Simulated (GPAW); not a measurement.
**TaSi2N4 monolayer in an electric field**

Wanted: the out-of-plane polarisability of TaSi2N4 monolayer.

Main program and level: GPAW 26.7.0; GPAW, PAW setups; layer in a repeated cell with vacuum, relaxation of atoms and in-plane cell, in the first sound run; inputs show where later runs differ.

**1. The starting structure**

The cell holds 7 atoms: 4 N, 2 Si and 1 Ta. Its edges and angles: a = 2.920 Å, b = 2.920 Å, c = 23.328 Å, α = 90.0°, β = 90.0°, γ = 120.0°. Vacuum lies along c.

Structure file:

```cif
data_structure
_symmetry_space_group_name_H-M 'P 1'
_symmetry_Int_Tables_number 1
_cell_length_a 2.9200
_cell_length_b 2.9200
_cell_length_c 23.3276
_cell_angle_alpha 90.000
_cell_angle_beta 90.000
_cell_angle_gamma 120.000
_cell_volume 172.25
loop_
_atom_site_label
_atom_site_type_symbol
_atom_site_fract_x
_atom_site_fract_y
_atom_site_fract_z
_atom_site_occupancy
N1 N 0.00000 0.00000 0.34294 1
Si2 Si 0.33333 0.66667 0.36306 1
N3 N 0.33333 0.66667 0.43808 1
Ta4 Ta 0.00000 0.00000 0.50000 1
N5 N 0.33333 0.66667 0.56192 1
Si6 Si 0.33333 0.66667 0.63694 1
N7 N 0.00000 0.00000 0.65706 1
```

**2. Relaxation**

The atoms are relaxed first, since the surface dipole, and with it the work function, follows the positions of the outer layers.

File run.py:

```python
import json
import numpy as np
from ase import Atoms
from ase.filters import FrechetCellFilter
from ase.optimize import BFGS
from gpaw import GPAW, PW

slab = Atoms(
    ['N', 'Si', 'N', 'Ta', 'N', 'Si', 'N'],
    positions=[
        [0.00000, 0.00000, 8.00000],
        [-0.00000, 1.68586, 8.46943],
        [-0.00000, 1.68586, 10.21943],
        [0.00000, 0.00000, 11.66382],
        [-0.00000, 1.68586, 13.10822],
        [-0.00000, 1.68586, 14.85822],
        [0.00000, 0.00000, 15.32765]],
    cell=[[2.92, 0.0, 0.0], [-1.46, 2.52879, 0.0], [0.0, 0.0, 23.3276]],
    pbc=[True, True, True],
    magmoms=[0.0, 0.0, 0.0, 1.0, 0.0, 0.0, 0.0])

slab.calc = GPAW(mode=PW(600), xc='PBE', kpts={'size': (12, 12, 1), 'gamma': True},
                 occupations={'name': 'fermi-dirac', 'width': 0.05}, nbands='200%',
                 convergence={'density': 1e-05}, maxiter=200,
                 symmetry={'tolerance': 1e-3}, txt='slab.txt')
result = {}
# The in-plane cell is free; stress needs a cell that repeats along all three vectors
path = []
opt = BFGS(FrechetCellFilter(slab, mask=[1, 1, 0, 0, 0, 1]), maxstep=0.2)
opt.attach(lambda: path.append((slab.get_potential_energy(), slab.positions.tolist(), slab.get_forces().tolist())))
result['relaxed'] = bool(opt.run(fmax=0.02, steps=45))
result['path'] = path
result['cell'] = slab.cell.tolist()
print('in-plane lattice', slab.cell.cellpar().round(4)[[0, 1, 5]])
energy = slab.get_potential_energy()
fermi = slab.calc.get_fermi_level()
v = slab.calc.get_electrostatic_potential().mean((0, 1)) - fermi
n = slab.calc.get_pseudo_density().mean((0, 1))
L = slab.cell[2, 2]
z = np.arange(len(v)) * L / len(v)
low, high = slab.positions[:, 2].min(), slab.positions[:, 2].max()
below, above = np.interp([low - 5.8, high + 5.8], z, v)
slopes = [np.interp(x, z, np.gradient(v, z)) for x in (low - 5.8, high + 5.8)]
eps = np.array([[slab.calc.get_eigenvalues(k, s) for k in range(len(slab.calc.get_ibz_k_points()))]
                for s in range(slab.calc.get_number_of_spins())]) - fermi
top, bottom = eps[eps < 0].max(), eps[eps > 0].min()
dipole = slab.get_dipole_moment()[2]
print(f'energy {energy:.4f} eV, Fermi level {fermi:.4f} eV, dipole {dipole:.5f} e A')
print(f'potential 5.8 A off the faces, from the Fermi level: lower {below:.4f} eV, upper {above:.4f} eV')
print(f'slope of the potential there: lower {slopes[0]:.5f}, upper {slopes[1]:.5f} eV/A')
print(f'nearest levels on the mesh: {top:.4f} and {bottom:.4f} eV')
print('magnetic moment', round(slab.get_magnetic_moment(), 3))
result.update(energy=energy, fermi=fermi, dipole=dipole, below=below, above=above, slopes=slopes, edges=[top, bottom],
              z=z.tolist(), v=v.tolist(), n=n.tolist(), positions=slab.positions.tolist(),
              forces=slab.get_forces(apply_constraint=False).tolist(), moments=slab.get_magnetic_moments().tolist())
json.dump(result, open('result.json', 'w'))
```

Command:

```sh
> OMP_NUM_THREADS=1 OPENBLAS_NUM_THREADS=1 python run.py
```

Output:

```text
Step          Energy          fmax
BFGS:    0      -59.402908        3.469170
BFGS:    1      -59.712205        1.869015
BFGS:    2      -59.942732        0.731722
BFGS:    3      -59.968093        0.685632
BFGS:    4      -60.054102        0.780036
BFGS:    5      -60.089158        0.592761
BFGS:    6      -60.120009        0.159159
BFGS:    7      -60.123891        0.145961
BFGS:    8      -60.130182        0.113856
BFGS:    9      -60.139190        0.096236
BFGS:   10      -60.147264        0.061652
BFGS:   11      -60.148882        0.015274
in-plane lattice [  2.9396   2.9396 120.    ]
energy -60.1399 eV, Fermi level 0.8536 eV, dipole 0.00082 e A
potential 5.8 A off the faces, from the Fermi level: lower 5.4116 eV, upper 5.4075 eV
slope of the potential there: lower 0.00038, upper 0.00139 eV/A
nearest levels on the mesh: -0.0246 and 0.0169 eV
magnetic moment 0.675
```

The job ended after 55 min (1 thread of Arm Neoverse V1, shared host; peak memory 0.83 GiB).

Numbers from this step:

```yaml
dipole_along_the_normal: 8.21e-4 e·Å
levels_nearest_the_fermi_level_on_the_mesh: -0.02463, 0.01690 eV from the Fermi level
site_moments: 0.003695, 0.006527, 0.004921, 0.4171, 0.004921, 0.006527, 0.003695 μB
sum_of_the_site_moments: 0.4474 μB
```

The electrostatic potential energy of an electron (without an applied field's), less the Fermi level, planar mean oscillates, so the rows of the table below give means over windows of 1.04 Å about each position, cut where the curve ends. Its maxima inside the range that stand out by 2 % of the span (Å: eV): 9.8: 0.164, 10.8: -8.13, 12.5: -8.13, 13.6: 0.158. Its minima: 8.2: -22.8, 10.5: -12.5, 11.7: -27.5, 12.9: -12.5, 15.1: -22.8.

Electrostatic potential energy of an electron (without an applied field's), less the Fermi level, planar mean against z; means over each step:

z (Å), electrostatic potential energy of an electron (without an applied field's), less the Fermi level, planar mean (eV) and a bar from the least value:
```
     0.52        5.4 ##############################
     1.56        5.4 ##############################
     2.60        5.4 ##############################
     3.64        5.4 ##############################
     4.68        5.4 ##############################
     5.72        5.4 ##############################
     6.76        4.7 #############################
     7.80       -9.6 ############
     8.84      -15.0 ######
     9.88       -3.5 ###################
    10.92      -12.9 ########
    11.96      -19.9 
    13.00       -7.5 ###############
    14.04       -6.4 ################
    15.08      -18.5 ##
    16.12        2.3 ##########################
    17.16        5.3 ##############################
    18.20        5.4 ##############################
    19.24        5.4 ##############################
    20.28        5.4 ##############################
    21.32        5.4 ##############################
    22.36        5.4 ##############################
```

Pseudo valence density, planar mean against z:

```
z (Å)  pseudo valence density, planar mean (e/Å³)
  5.0                                      8.6e-5
  5.5                                      4.3e-4
  6.0                                     0.00219
  6.5                                      0.0114
  7.0                                      0.0611
  7.5                                       0.309
  8.0                                       0.807
  8.5                                       0.670
  9.0                                       0.296
  9.5                                       0.251
 10.0                                       0.518
 10.5                                       0.767
 11.0                                       0.686
 11.5                                        1.38
 12.0                                        1.08
 12.5                                       0.687
 13.0                                       0.730
 13.5                                       0.382
 14.0                                       0.239
 14.5                                       0.370
 15.0                                       0.818
 15.5                                       0.670
 16.0                                       0.181
 16.5                                      0.0343
 17.0                                     0.00647
 17.5                                     0.00127
 18.0                                      2.5e-4
 18.5                                      5.1e-5
```

Site moment by atom:

```
atom  site moment (μB)
  N1             0.004
 Si2             0.007
  N3             0.005
 Ta4             0.417
  N5             0.005
 Si6             0.007
  N7             0.004
```

The relaxation lowered the energy of the cell by 0.743 eV (energies extrapolated to zero smearing; the optimiser's log prints free energies). The largest force left on a free atom is 0.015 eV/Å.

**3. The slab's potential**

The work function is the vacuum plateau of the electrostatic potential less the Fermi level; a dipole layer lets the two faces have plateaus of their own.

This step: GPAW, PAW setups; slab in vacuum (GPAW 26.7.0).

The cell differs from the one that the last finished run ended in (c 23.328 → 23.101 Å).

File run.py:

```python
import json
import numpy as np
from ase import Atoms
from gpaw import GPAW, PW

slab = Atoms(
    ['N', 'Si', 'N', 'Ta', 'N', 'Si', 'N'],
    positions=[
        [-0.00000, 0.00000, 8.00000],
        [-0.00000, 1.69716, 8.51853],
        [-0.00000, 1.69716, 10.27976],
        [0.00000, -0.00000, 11.55038],
        [-0.00000, 1.69716, 12.82102],
        [-0.00000, 1.69716, 14.58225],
        [-0.00000, -0.00000, 15.10078]],
    cell=[[2.93957, 0.0, 0.0], [-1.46979, 2.54574, 0.0], [0.0, 0.0, 23.1008]],
    pbc=[True, True, False],
    magmoms=[0.0, 0.0, 0.0, 1.0, 0.0, 0.0, 0.0])

slab.calc = GPAW(mode=PW(500), xc='PBE', kpts={'size': (12, 12, 1), 'gamma': True},
                 occupations={'name': 'fermi-dirac', 'width': 0.05}, nbands='200%',
                 convergence={'density': 1e-05}, maxiter=200,
                 poissonsolver={'dipolelayer': 'xy'},
                 symmetry={'tolerance': 1e-3}, txt='slab.txt')
result = {}
energy = slab.get_potential_energy()
fermi = slab.calc.get_fermi_level()
v = slab.calc.get_electrostatic_potential().mean((0, 1)) - fermi
n = slab.calc.get_pseudo_density().mean((0, 1))
L = slab.cell[2, 2]
z = np.arange(len(v)) * L / len(v)
low, high = slab.positions[:, 2].min(), slab.positions[:, 2].max()
below, above = np.interp([low - 5.8, high + 5.8], z, v)
slopes = [np.interp(x, z, np.gradient(v, z)) for x in (low - 5.8, high + 5.8)]
eps = np.array([[slab.calc.get_eigenvalues(k, s) for k in range(len(slab.calc.get_ibz_k_points()))]
                for s in range(slab.calc.get_number_of_spins())]) - fermi
top, bottom = eps[eps < 0].max(), eps[eps > 0].min()
dipole = slab.get_dipole_moment()[2]
print(f'energy {energy:.4f} eV, Fermi level {fermi:.4f} eV, dipole {dipole:.5f} e A')
print(f'potential 5.8 A off the faces, from the Fermi level: lower {below:.4f} eV, upper {above:.4f} eV')
print(f'slope of the potential there: lower {slopes[0]:.5f}, upper {slopes[1]:.5f} eV/A')
print(f'nearest levels on the mesh: {top:.4f} and {bottom:.4f} eV')
print('magnetic moment', round(slab.get_magnetic_moment(), 3))
result.update(energy=energy, fermi=fermi, dipole=dipole, below=below, above=above, slopes=slopes, edges=[top, bottom],
              z=z.tolist(), v=v.tolist(), n=n.tolist(), positions=slab.positions.tolist(),
              forces=slab.get_forces(apply_constraint=False).tolist(), moments=slab.get_magnetic_moments().tolist())
json.dump(result, open('result.json', 'w'))
```

Output:

```text
energy -58.3889 eV, Fermi level 0.9280 eV, dipole -0.00047 e A
potential 5.8 A off the faces, from the Fermi level: lower 5.3978 eV, upper 5.4082 eV
slope of the potential there: lower -0.00086, upper 0.00086 eV/A
nearest levels on the mesh: -0.0186 and 0.0120 eV
magnetic moment 0.655
```

It took 3 min on 1 thread; peak memory 0.35 GiB.

This step gave:

```yaml
dipole_along_the_normal: -4.71e-4 e·Å
levels_nearest_the_fermi_level_on_the_mesh: -0.01859, 0.01201 eV from the Fermi level
upper_work_function: 5.408 eV
lower_work_function: 5.398 eV
site_moments: 0.003586, 0.006404, 0.004714, 0.4048, 0.004714, 0.006404, 0.003586 μB
sum_of_the_site_moments: 0.4343 μB
```

The electrostatic potential energy of an electron (without an applied field's), less the Fermi level, planar mean oscillates, so the rows of the table below give means over windows of 1.06 Å about each position, cut where the curve ends. Its maxima inside the range that stand out by 2 % of the span (Å: eV): 9.6: 0.175, 10.7: -8.14, 12.4: -8.14, 13.5: 0.181. Its minima: 8.1: -22.8, 10.3: -12.7, 11.6: -27.5, 12.8: -12.7, 15.0: -22.8.

Electrostatic potential energy of an electron (without an applied field's), less the Fermi level, planar mean against z; means over each step:

| z (Å) | electrostatic potential energy of an electron (without an applied field's), less the Fermi level, planar mean (eV) |
| --- | --- |
| 0.53 | 5.40 |
| 1.59 | 5.40 |
| 2.65 | 5.40 |
| 3.71 | 5.40 |
| 4.77 | 5.39 |
| 5.83 | 5.34 |
| 6.89 | 3.80 |
| 7.95 | -15.5 |
| 9.01 | -9.50 |
| 10.07 | -6.32 |
| 11.13 | -17.8 |
| 12.19 | -14.3 |
| 13.25 | -4.39 |
| 14.31 | -13.8 |
| 15.37 | -10.7 |
| 16.43 | 4.63 |
| 17.49 | 5.38 |
| 18.55 | 5.40 |
| 19.61 | 5.41 |
| 20.67 | 5.41 |
| 21.73 | 5.41 |
| 22.79 | 5.41 |

Table of pseudo valence density, planar mean by z:

z (Å), pseudo valence density, planar mean (e/Å³) and a bar:
```
      5.0       0.00 
      5.5       0.00 
      6.0       0.00 
      6.5       0.02 
      7.0       0.09 ##
      7.5       0.42 ########
      8.0       0.84 #################
      8.5       0.55 ###########
      9.0       0.27 #####
      9.5       0.28 ######
     10.0       0.61 ############
     10.5       0.75 ###############
     11.0       0.75 ###############
     11.5       1.50 ##############################
     12.0       0.89 ##################
     12.5       0.73 ###############
     13.0       0.67 #############
     13.5       0.32 ######
     14.0       0.25 #####
     14.5       0.46 #########
     15.0       0.85 #################
     15.5       0.54 ###########
     16.0       0.12 ##
     16.5       0.02 
     17.0       0.00 
     17.5       0.00 
     18.0       0.00 
     18.5       0.00
```

Force by atom:

| atom | x (eV/Å) | y (eV/Å) | z (eV/Å) | size |
| --- | --- | --- | --- | --- |
| N1 | 0.000 | 0.000 | -0.123 | 0.123 |
| Si2 | 0.000 | 0.000 | 0.038 | 0.038 |
| N3 | 0.000 | 0.000 | 0.055 | 0.055 |
| Ta4 | 0.000 | 0.000 | 0.000 | 0.000 |
| N5 | 0.000 | 0.000 | -0.055 | 0.055 |
| Si6 | 0.000 | 0.000 | -0.038 | 0.038 |
| N7 | 0.000 | 0.000 | 0.123 | 0.123 |

The potential is flat to 8.6e-4 eV/Å where it is read, so the vacuum is wide enough.

**4. In a field**

A uniform field along the normal polarises the slab; the atoms stay fixed, so this is the electronic response alone.

Changes to run.py since step 3:

```diff
@@ -4,2 +4,3 @@
 from gpaw import GPAW, PW
+from gpaw.external import ConstantElectricField
 
@@ -23,2 +24,3 @@
                  poissonsolver={'dipolelayer': 'xy'},
+                 external=ConstantElectricField(-0.2, [0, 0, 1]),
                  symmetry={'tolerance': 1e-3}, txt='slab.txt')
```

Output:

```text
energy -58.3955 eV, Fermi level 0.9272 eV, dipole -0.06628 e A
potential 5.8 A off the faces, from the Fermi level: lower 4.6032 eV, upper 6.2058 eV
slope of the potential there: lower -0.00086, upper 0.00086 eV/A
nearest levels on the mesh: -0.0184 and 0.0120 eV
magnetic moment 0.655
```

Wall time 11 min (1 thread); peak memory 0.79 GiB.

This step gave:

```
dipole along the normal                                         : -0.06628 e·Å
levels nearest the Fermi level on the mesh                      : -0.01842, 0.01196 eV from the Fermi level
site moments                                                    : 0.003789, 0.006391, 0.004978, 0.4047, 0.004455, 0.006409, 0.003404 μB
sum of the site moments                                         : 0.4341 μB
potential below the slab, the applied field's own ramp left out : 4.603 eV from the Fermi level
potential above the slab, the applied field's own ramp left out : 6.206 eV from the Fermi level
```

The electrostatic potential energy of an electron (without an applied field's), less the Fermi level, planar mean oscillates, so the rows of the table below give means over windows of 1.06 Å about each position, cut where the curve ends. Its maxima inside the range that stand out by 2 % of the span (Å: eV): 9.6: -0.177, 10.7: -8.30, 12.4: -7.98, 13.5: 0.533. Its minima: 8.1: -23.4, 10.3: -12.9, 11.6: -27.5, 12.8: -12.4, 15.0: -22.2.

Electrostatic potential energy of an electron (without an applied field's), less the Fermi level, planar mean against z; means over each step:

```
z (Å)  electrostatic potential energy of an electron (without an applied field's), less the Fermi level, planar mean (eV)
 0.53                                                                                                                4.75
 1.59                                                                                                                4.60
 2.65                                                                                                                4.60
 3.71                                                                                                                4.60
 4.77                                                                                                                4.60
 5.83                                                                                                                4.55
 6.89                                                                                                                3.04
 7.95                                                                                                               -16.1
 9.01                                                                                                               -9.95
10.07                                                                                                               -6.59
11.13                                                                                                               -17.9
12.19                                                                                                               -14.2
13.25                                                                                                               -4.07
14.31                                                                                                               -13.3
15.37                                                                                                               -10.0
16.43                                                                                                                5.40
17.49                                                                                                                6.17
18.55                                                                                                                6.20
19.61                                                                                                                6.20
20.67                                                                                                                6.21
21.73                                                                                                                6.21
22.79                                                                                                                6.09
```

Force by atom:

| atom | x (eV/Å) | y (eV/Å) | z (eV/Å) | size |
| --- | --- | --- | --- | --- |
| N1 | 0.000 | 0.000 | -0.052 | 0.052 |
| Si2 | 0.000 | 0.000 | -0.087 | 0.087 |
| N3 | -0.001 | 0.000 | 0.140 | 0.140 |
| Ta4 | 0.000 | 0.000 | -0.067 | 0.067 |
| N5 | -0.001 | 0.000 | 0.032 | 0.032 |
| Si6 | 0.000 | 0.000 | -0.163 | 0.163 |
| N7 | 0.000 | 0.000 | 0.195 | 0.195 |

The dipole is now -0.0663 e Å, against -4.7e-4 in the run without a field.

(Continued in part 2 of 2.)

[Logs are printed without paths, hosts, clocks, repeated set-up lines and the standing remarks that a program may print on its own settings, such as how far it seeks lower states.]

[Hosts, paths, dates, database ids (printed as entryN), source tags and the programs' standing remarks are cut or masked in the printed files.]
